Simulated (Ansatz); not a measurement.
# What NaVSe3 (model cell, started as cubic perovskite with V in the octahedra) distorts into, part 3 of 3

Aim: this structure of NaVSe3 (model cell, started as cubic perovskite with V in the octahedra) is to be tested for unstable modes, and one is followed downhill.

Ansatz 0.2.0; DFT PBE, scalar-relativistic, plane waves, PAW.

So far. Step 4 (The mode frozen in, largest atomic shift 0.45 Å): The run ends at a pressure of 2.39 GPa, with forces up to 0.51 eV/Å. Step 5 (Energy along the mode, all amplitudes (two of the runs …): The lowest of the steps tried is at 0.45 Å, 60.4 meV/atom below the parent; the bottom of the well need not coincide with a step. The relaxed cell has a = 6.904, c = 8.883 Å (conventional setting).

The structure was built from a prototype and need not be the compound's stable phase.

### 7. Modes of the new phase

A relaxed structure may still be a saddle point, so its zone-centre modes are computed. No field response is asked, since the mesh shows no gap.

input.yaml reads:

```yaml
crystal:
  lattice:
    - [4.9641418997, -0.0822209729, -0.0822209729]
    - [-0.0822209729, 4.9641418997, 0.0822209729]
    - [-0.0822209729, 0.0822209729, 4.9641418997]
  atoms:
    - { symbol: Na, position: [-0.0339014256, 0.0339014256, 0.0339014256] }
    - { symbol: V, position: [0.5650731041, 0.4349268959, 0.4349268959] }
    - { symbol: Se, position: [0.4858755394, 0.5141244606, -0.0152321552] }
    - { symbol: Se, position: [0.4858755394, -0.0152321552, 0.5141244606] }
    - { symbol: Se, position: [0.0152321552, 0.5141244606, 0.5141244606] }
kpoints:
  mp_grid: { grid: [6, 6, 6] }
hamiltonian:
  xc: pbe
scf:
  occupations: { method: methfessel_paxton, width: 0.15 }
output:
  eigenvalues: true
phonons:
  method: dfpt
```

On the command line:

```sh
ansatz run input.yaml --threads 8 --pin off --max-ram 14336MiB --backend cpu --events-out ev --progress --plain --runs-dir out
```

Numbers of over 12 decimals in the logs are rounded to 6 here.

The log of the run:

```text
[...]
Crystal: 5 atoms, lattice volume = 122.230 Å³
Basis set: ecut = 420 eV, 2397 PW (Γ), exchange–correlation on 72×72×72 points (8 copies of the dense FFT grid, shifted against one another)
Bands: 42, of which v1, the nominal top of the filled ones, is band 35 counted from 1 (34 counted from 0)
Symmetry: 6 space group operations
k-points: 112 of 216 (irreducible under 1 space group operation, time reversal used)
[...]
SCF iter   1: F=—  HF=-20808.723188 eV  |F-HF|=—  |Δ(HF+E_count)|=         —  Δρ=4.79e-3  dr2=2.94e-2  ethr=1.77e-3  ⟨swp⟩=5.6  Hψ=16518  notcnv=0
[...]
SCF iter  12: F=-20808.721870 eV  HF=-20808.721870 eV  |F-HF|=0.00e0  |Δ(HF+E_count)|=  7.28e-12  S|Δr|=    0.00e0  Δρ=1.97e-8  dr2=6.36e-13  ethr=1.00e-12  ⟨swp⟩=6.5  Hψ=18391  notcnv=0
SCF 1 converged in 12 iterations: F = -20808.721870 eV  dr2 = 6.36e-13
[...]
DFPT response loops at Γ: preconditioner auto → Kerker (q_TF=auto, 2.486 Å⁻¹) (partly filled bands, converged f_vac=0.121); β = 1.00, the filter's whole step (`scf.mixing.beta` (0.50) is not read by the response loops under this deck's `scf.mixing.preconditioner`; to damp them name `kerker` or `kerker_dos`, under which they read `scf.mixing.beta`, and type it under 1.00, their step now; both keys bind the ground state too); Broyden in place of MSR1
SCF converged after 12 iterations
[...]
Free energy (F): -20808.721870 eV
[...]
Internal energy: -20808.723272 eV  (E = F + TS)
E sigma→0 (E₀):  -20808.722220 eV
Entropy (-TS):   0.001402 eV (0.280 meV/atom)
Fermi energy:    7.288148 eV
[...]
--- Band table (eV; the first three rows and the last of 112) ---
  k-point 0: bands = [... 31 lower, 5.2647, 5.6246, 5.6246, 6.3037, 7.7659, 7.7659, 8.1865, 8.7777, ... 3 higher]
  k-point 1: bands = [... 31 lower, 5.1579, 5.5000, 5.6737, 6.1854, 7.3701, 7.9210, 8.1333, 8.7561, ... 3 higher]
  k-point 2: bands = [... 31 lower, 5.0114, 5.1883, 5.3385, 6.0846, 7.3589, 8.1381, 8.1887, 8.6825, ... 3 higher]
  k-point 111: bands = [... 31 lower, 4.0833, 7.1796, 7.3728, 7.3728, 7.5398, 7.6542, 7.6542, 9.4839, ... 3 higher]
--- Phonons (Γ-DFPT): 4 representative perturbations + reference, on 112 of 216 k-points (Σ response iterations 14) ---
  k mesh reduced under 1 symmetry operation, with k and −k counted as one. Each operation leaves every solved perturbation unchanged. A smaller set is not used because it would not reduce the number of displacements times k-points to solve
  ASR residual: 1.637e-5 → 0.000e0 eV/Å²; symmetrization residual: 5.368e-6 eV/Å²
  ASR residual per site (eV/Å²): 8.13e-6 1.14e-5 1.64e-5 1.64e-5 1.64e-5
[...]
non-analytic LO–TO correction: not included (Born effective charges unavailable; polar crystals: no LO–TO splitting at Γ)
```

Wall time 91 s (8 threads of Arm Neoverse N1, shared host); peak memory 2.1 GiB.

Numbers from this step:

```yaml
sum_rule_residual_before_enforcement: 1.64e-5 eV/Å²
point_group: 3m
highest_optical_mode_at_the_zone_centre_no_lo_to_term: 250.6 cm⁻¹
lowest_optical_zone_centre_mode: -71.01 cm⁻¹
```

Patterns of degenerate modes are one choice out of their space. The modes at Γ (shares of kinetic energy by element, %) (negative means imaginary):

| mode | frequency (cm⁻¹) | symmetry | Na % | V % | Se % |
| --- | --- | --- | --- | --- | --- |
| 1 | -71.0 | E | 1 | 19 | 80 |
| 2 | -71.0 | E | 1 | 19 | 80 |
| 3 | -18.7 | A2 | 0 | 0 | 100 |
| 4 | 0.0 | acoustic | 7 | 16 | 76 |
| 5 | 0.0 | acoustic | 7 | 16 | 76 |
| 6 | 0.0 | acoustic | 7 | 16 | 76 |
| 7 | 33.2 | E | 91 | 2 | 7 |
| 8 | 33.2 | E | 91 | 2 | 7 |
| 9 | 52.3 | A1 | 93 | 1 | 7 |
| 10 | 109.6 | E | 1 | 19 | 80 |
| 11 | 109.6 | E | 1 | 19 | 80 |
| 12 | 144.1 | A1 | 0 | 41 | 59 |
| 13 | 249.8 | E | 0 | 44 | 56 |
| 14 | 249.8 | E | 0 | 44 | 56 |
| 15 | 250.6 | A1 | 0 | 41 | 59 |

Displacements in mode 1 (-71.0 cm⁻¹), the largest set to 1:
```
Na1  0.24  0.06  0.18
V2  -0.88 -0.22 -0.66
Se3  0.70 -0.78 -0.29
Se4  0.19 -0.10 -0.30
Se5 -0.39  1.00  0.97
```

Displacements in mode 10 (109.6 cm⁻¹), the largest set to 1:
```
Na1 -0.31 -0.17 -0.14
V2  -0.95 -0.52 -0.42
Se3  0.70  1.00 -0.27
Se4  0.61 -0.34  0.98
Se5 -0.61 -0.27 -0.39
```

Before it was imposed, the acoustic sum rule was missed by 1.6e-5 eV/Å². Small misses are needed for a sound result but don't prove that mesh and cutoff are converged. The lowest optical mode is imaginary, 71.0i cm⁻¹, so the energy falls along it.

### 8. What came out

| Quantity | Value |
| --- | --- |
| unstable mode of the parent | q = (0, 0, 0), 144i cm⁻¹ |
| depth at the lowest point sampled | 60.4 meV/atom |
| largest atomic shift at that point | 0.45 Å |
| space group reached (within 0.01 Å) | R3m |
| energy gained over the parent (first relaxation, on the mesh of the frozen mode) | 73.7 meV/atom |
| volume per atom, phase reached | 24.4 Å³ |
| lowest optical zone-centre mode, phase reached | -71.0 cm⁻¹ |
| highest optical mode at the zone centre (no LO-TO term), phase reached | 251 cm⁻¹ |

Along this mode the structure falls into R3m, 73.7 meV/atom below the parent. At the parent's cell the well is 60.45 meV/atom deep on the steps tried, with its lowest point at a shift of 0.45 Å. Relaxing atoms and cell changes the gain by +13.23 meV/atom against the lowest step (energies at zero smearing). The new phase still has an imaginary mode at the zone centre of its cell, so it is a saddle point on the way to a lower structure. Of the 8 patterns followed to their end from this parent, this one ends 75.7 meV/atom above the lowest, Amm2. Each path keeps the symmetry of its pattern, so a lower phase may lie along a pattern not tried. With no gap, or one that is small against the smearing, the frequencies hang on the k mesh and the smearing, most of all near Kohn anomalies. The phonon runs are without spin polarisation, although V often carries a moment. A phonon run warned that its eigensolver left some bands unconverged in a pass. The starting cell was built on a prototype and not taken from a measurement, so the phase need not exist.

[Logs are printed without paths, hosts, clocks, repeated set-up lines and the standing remarks that a program may print on its own settings, such as how far it seeks lower states.]

[Hosts, paths, dates, database ids (printed as entryN), source tags and the programs' standing remarks are cut or masked in the printed files.]
